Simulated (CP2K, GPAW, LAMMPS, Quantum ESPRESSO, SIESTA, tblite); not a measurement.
# What went wrong? GPAW on amorphous Si0.7Ge0.3 (120 atoms)

Program: GPAW 26.7.0, a calculation on a cell of 84 Si and 36 Ge, 21.8 Å³ an atom.

run.py

```python
import numpy as np
from ase.io import read
from gpaw import GPAW, FermiDirac

atoms = read("structure.xyz")
atoms.calc = GPAW(
    mode="lcao",
    basis="dzp",
    h=0.45,
    xc="PBE",
    kpts={"size": (1, 1, 1), "gamma": True},
    occupations=FermiDirac(0.05),
    maxiter=60,
    symmetry={"point_group": False},
    txt="gpaw.txt",
)
energy = atoms.get_potential_energy(force_consistent=True)
forces = atoms.get_forces()
print(f"energy {energy:.6f} eV")
print("forces (eV/A)")
for i, (a, f) in enumerate(zip(atoms, forces)):
    print(f"{i:4d} {a.symbol:2s} {f[0]:10.5f} {f[1]:10.5f} {f[2]:10.5f}")
print(f"Fermi level {atoms.calc.get_fermi_level():.4f} eV")
for k in range(len(atoms.calc.get_ibz_k_points())):
    for s in range(atoms.calc.get_number_of_spins()):
        e = atoms.calc.get_eigenvalues(kpt=k, spin=s)
        n = np.searchsorted(e, atoms.calc.get_fermi_level())
        print(f"k {k} spin {s} levels about the Fermi level:", np.round(e[max(n - 6, 0):n], 4).tolist(), "|", np.round(e[n:n + 6], 4).tolist())
```

structure.xyz

```xyz
120
Lattice="13.77040 0.00000 0.00000 0.00000 13.77040 0.00000 0.00000 0.00000 13.77040" Properties=species:S:1:pos:R:3 pbc="T T T"
Si 9.66393 2.05592 1.93818
Si 10.43259 1.71139 5.64490
Si 7.35794 7.11751 2.36080
Si 4.58775 4.16169 8.48353
Si 6.48889 13.72000 11.41305
Si 7.53379 10.94526 6.28922
Si 0.50868 2.28327 3.43916
Si 11.27754 11.45023 2.31205
Si 13.21931 11.31335 8.45709
Si 10.05212 4.19501 3.00938
[... 106 atom lines left out ...]
Ge 9.24338 11.25854 8.10071
Ge 13.57045 1.65341 7.19848
Ge 3.10344 2.36025 12.32809
Ge 10.13970 9.05831 8.75963
```

Launch:

```
OMP_NUM_THREADS=1 python run.py > output.txt
```

Output:

```text
energy -521.002274 eV
forces (eV/A)
   0 Si    0.22721   -0.23412    0.17441
   1 Si   -0.00804    0.52587   -0.35607
   2 Si   -0.01472    0.20669    0.11137
   3 Si   -0.15343    0.13766    0.21814
   4 Si   -0.32030    0.52035   -0.06859
   5 Si   -0.07963    0.49194   -0.02501
   6 Si   -0.27845   -0.21203    0.01923
   7 Si    0.10363   -0.20598   -0.35662
   8 Si   -0.23674    0.13094    0.58989
   9 Si   -0.11722   -0.33439    0.10572
  10 Si    0.03985   -0.06501   -0.02680
  11 Si   -0.34435    0.20521   -0.13367
  12 Si    0.01707   -0.15615    0.10080
  13 Si    0.03523    0.36480   -0.13975
  14 Si   -0.02322    0.27085   -0.16903
  15 Si   -0.24222    0.09965    0.06965
  16 Si    0.25680   -0.13695   -0.22144
  17 Si   -0.64154    0.11966    0.20806
  18 Si   -0.40609    0.15170   -0.21511
  19 Si   -0.05856   -0.11136   -0.48265
  20 Si   -0.01907    0.27150   -0.07416
  21 Si    0.27566   -0.02732    0.15624
  22 Si   -0.01374   -0.19669    0.19753
  23 Si    0.99299    0.07216   -0.70211
[...]
112 Ge    0.23996   -0.78993    0.24192
 113 Ge   -0.68100    0.73354   -0.24682
 114 Ge    0.13916    0.36446   -0.14810
 115 Ge    0.43236    0.29912    0.18096
 116 Ge   -0.43368   -0.51171    0.91508
 117 Ge    0.50143    0.56074    1.16245
 118 Ge    0.05100   -0.08439    0.63830
 119 Ge    0.31455   -0.32867   -0.72277
Fermi level 5.2035 eV
k 0 spin 0 levels about the Fermi level: [4.8928, 4.9371, 4.9757, 5.0064, 5.0319, 5.1426] | [5.2059, 5.2106, 5.2668, 5.3402, 5.3772, 5.3866]
```

gpaw.txt:

```text
Input parameters:
  mode=LCAO(),
  basis={'default': 'dzp'},
  h=0.45,
  kpts=MonkhorstPack(size=(1, 1, 1), gamma=True),
  maxiter=60,
  occupations=Occupations(name='fermi-dirac', width=0.05, fixmagmom=False),
  symmetry=Symmetry(point_group=False),
  xc=XC(name='PBE')
Unit cell  # Å
| periodic |         x |         y |         z |   lengths |    angles |
|----------|-----------|-----------|-----------|-----------|-----------|
|      yes | 13.770400 |  0.000000 |  0.000000 | 13.770400 | 90.000000 |
[... lines left out ...]
  Fermi-Dirac:
[... lines left out ...]
convergence criteria:
- Maximum [total energy] change in last 3 cyles: 0.0005 eV / valence electron
[... lines left out ...]
Converged in 21 steps
SCF loop duration: 275.751 s (13.131 s/step)
Energy contributions relative to reference atoms: (reference = -2717967.879709)
Energy contributions:
  Kinetic:         842.298918
  Coulomb:        -672.157302
  Zero:            -33.578887
  External:          0.000000
  Xc:             -657.232668
  Entropy:          -0.332335
  Spinorbit:         0.000000
  ----------------------------
  Free energy:    -521.002274
  Extrapolated:   -520.836107
dipole moment: (70.799415, 25.546017, 33.488056)  # |e|*Ang
Fermi level: 5.204
Eigenvalues  # (at kpt = [0.000, 0.000, 0.000])
| band index |      eig [eV] | occ [0-2] |
|------------|---------------|-----------|
|          0 |        -7.239 |     2.000 |
|        ... |               |           |
|        231 |         4.753 |     2.000 |
|        232 |         4.831 |     1.999 |
[...]
|        246 |         5.541 |     0.002 |
|        ... |               |           |
|        291 |         7.450 |     0.000 |
Gap: 0.063 eV
Transition (v -> c):
  (s=0, k=0, n=238, [0.00, 0.00, 0.00]) -> (s=0, k=0, n=239, [0.00, 0.00, 0.00])
No difference between direct/indirect transitions
Force computation time: 29.304  # s
timing:  # [seconds]
  Total:  321.036  # ━━━━━━━━━━━━━━━━━━━━━━━━━━━━━━━━━━━━━━━━━━━━━━━━━━━━━━━━
  Init:    15.905  # ━━━
  SCF:    275.750  # ━━━━━━━━━━━━━━━━━━━━━━━━━━━━━━━━━━━━━━━━━━━━━━━━
  Forces:  29.304  # ━━━━━
```

Run time: 5.4 min. Hardware: 1 thread of Arm Neoverse N1, shared host; peak memory 0.63 GiB.

Banners, paths, timers and routine set-up lines are dropped from the logs unmarked, and long logs keep their key lines alone; longer cuts are marked.

Against a plane-wave PBE reference and this program's sound run:

* r.m.s. difference of force components: 303.8 meV/Å
* longest difference of force vectors: 1353 meV/Å
* force difference over r.m.s. force: 117.9 %
* slope of forces against the reference's: 1.11
* energy less the same-level run's: 332.3 meV/atom
* r.m.s. force difference from the same-level run: 299.2 meV/Å

Why should this run not be trusted?

A grid far too coarse: grid spacing 0.45 Å. The sound run has grid spacing 0.2 Å.

The run converged all the same, so the exit status doesn't show the fault.

[Also dropped from logs without a mark: logging warnings of Python, and SIESTA's first energy breakdown and zero terms.]

[Logs are printed without paths, hosts, clocks, repeated set-up lines and the standing remarks that a program may print on its own settings, such as how far it seeks lower states.]

[Hosts, paths, dates, database ids (printed as entryN), source tags and the programs' standing remarks are cut or masked in the printed files.]
